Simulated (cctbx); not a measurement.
**Solving a structure by charge flipping**

Cell a = 5.5210 Å, b = 5.5210 Å, c = 9.0680 Å, α = 90.00°, β = 90.00°, γ = 120.00°; space group P6_3/mmc (no. 194); content La4 Zn6 Fe2.

Simulated single-crystal data (cctbx): Ga Kα, λ = 1.3414 Å, to d = 0.83 Å, 70 % of the full sphere, strongest reflection 70000 counts, noise from counting, a 4 % proportional error and a noise floor of 8 counts (s.d.); no absorption.

Charge flipping in P1 on normalised amplitudes to 0.9 Å, δ = 1.2 σ, 10 % of the reflections treated as weak, 600 cycles:

```text
cycle      R  skewness
    0  0.616     0.22
   50  0.398     2.42
  100  0.396     2.63
  150  0.379     2.57
  200  0.379     2.37
  250  0.387     2.51
  300  0.401     2.64
  350  0.407     2.63
  400  0.396     2.63
  450  0.385     2.46
  500  0.388     2.43
  550  0.390     2.38
origin shift          correlation  skewness
 0.798  0.793  0.332      0.854      1.86
 0.804  0.804  0.048      0.851      2.01
 0.310  0.837  0.304      0.853      1.14
 0.280  0.843  0.119      0.806      1.46
taken: symmetry correlation 0.851, skewness 2.01
peak      x       y       z  mult  height/sigma
Q1    0.3333  0.6667  0.0617    4     10.0
Q2    0.1671  0.3342  0.7500    6      4.7
Q3    0.0000  0.0000  0.0000    2      4.0
Q4    0.3333  0.6667  0.5931    4      2.1
Q5    0.1753  0.3506  0.6211   12      2.0
Q6    0.2077  0.4153  0.1011   12      1.6
Q7    0.0489  0.5244  0.6422   12      1.5
Q8    0.0000  0.0000  0.1775    4      1.2
```

The origin is taken among those within 0.04 of the best correlation, by the skewness of the map.

Run time: 0.55 s on 1 thread of Arm Neoverse V2 (shared host), peak memory 0.07 GiB.

**Question.** Which peaks are atoms, and which elements?

Heights go roughly as Z and multiplicities must add up to the content. First model: Q1 = La1 (4 in the cell, height 10.0), Q2 = Zn1 (6 in the cell, height 4.7) and Q3 = Fe1 (2 in the cell, height 4.0). Against the true structure, Q1 is La, Q2 is Zn and Q3 is Fe; the other peaks are not atoms.

Least squares on F², isotropic:

```text
Rint 0.035, 107 unique reflections to 0.84 A
cycle     R1     wR2    GooF  max shift (A)
   1  0.0786  0.2058  12.564   0.01903
   2  0.0275  0.0740   4.518   0.00000
final R1 0.0275 wR2 0.0740 GooF 4.518  parameters 5  data/parameter 21.4
atom        x        y        z      Ueq    occ   su(xyz)  su(Uiso or U11)
La1    0.33333  0.66667  0.06202   0.0110  1.000  0.00010  0.0005
Zn1    0.16511  0.33022  0.75000   0.0075  1.000  0.00029  0.0006
Fe1    0.00000  0.00000  0.00000   0.0070  1.000  0.00000  0.0007
difference map: max 1.88 min -4.06 rms 0.32
Q1    0.2811  0.5622  0.0615   12    1.92  0.50 A from La1
Q2    0.3333  0.6667  0.1966    4    0.84  1.22 A from La1
Q3    0.3333  0.6667  0.5657    4    0.75  1.16 A from La1
Q4    0.2185  0.4369  0.7500    6    0.67  0.51 A from Zn1
Q5    0.3333  0.6667  0.7500    2    0.65  1.61 A from Zn1
```

Anisotropic refinement:

```text
Rint 0.035, 107 unique reflections to 0.84 A
cycle     R1     wR2    GooF  max shift (A)
   1  0.0275  0.0740   4.610   0.00065
   2  0.0068  0.0138   0.862   0.00000
final R1 0.0068 wR2 0.0138 GooF 0.862  parameters 9  data/parameter 11.9
atom        x        y        z      Ueq    occ   su(xyz)  su(Uiso or U11)
La1    0.33333  0.66667  0.06209   0.0109  1.000  0.00002  0.0001
Zn1    0.16516  0.33031  0.75000   0.0075  1.000  0.00006  0.0001
Fe1    0.00000  0.00000  0.00000   0.0084  1.000  0.00000  0.0002
difference map: max 0.35 min -0.37 rms 0.08
Q1    0.3333  0.6667  0.2500    2    0.35  1.70 A from La1
Q2    0.0000  0.0000  0.2500    2    0.31  1.58 A from Zn1
Q3    0.1526  0.5763  0.0014   12    0.22  1.02 A from La1
Q4    0.0366  0.3432  0.6789   24    0.16  0.99 A from Zn1
Q5    0.1839  0.5919  0.1192   12    0.15  0.88 A from La1
Q6    0.1071  0.2143  0.0179   12    0.15  1.04 A from Fe1
```

**Reading.** The refinement ends at R1 = 0.0068, wR2 = 0.0138, GooF = 0.86, with difference density between -0.37 and 0.35 e/Å³. Every site matches the true model in element, within 0.001 Å r.m.s., up to an allowed shift of origin.

True model:

```
atom  mult.       x       y       z  Ueq (Å²)
 La1      4     1/3     2/3  0.0621    0.0109
 Zn1      6  0.6698  0.8349     3/4    0.0075
 Fe1      2       0       0       0    0.0085
```

The model was made for the exercise: a known structure type with other elements put in, its volume estimated, not relaxed; displacement parameters are assumed.

[Middle refinement cycles are left out of these outputs.]

[Logs are printed without paths, hosts, clocks, repeated set-up lines and the standing remarks that a program may print on its own settings, such as how far it seeks lower states.]
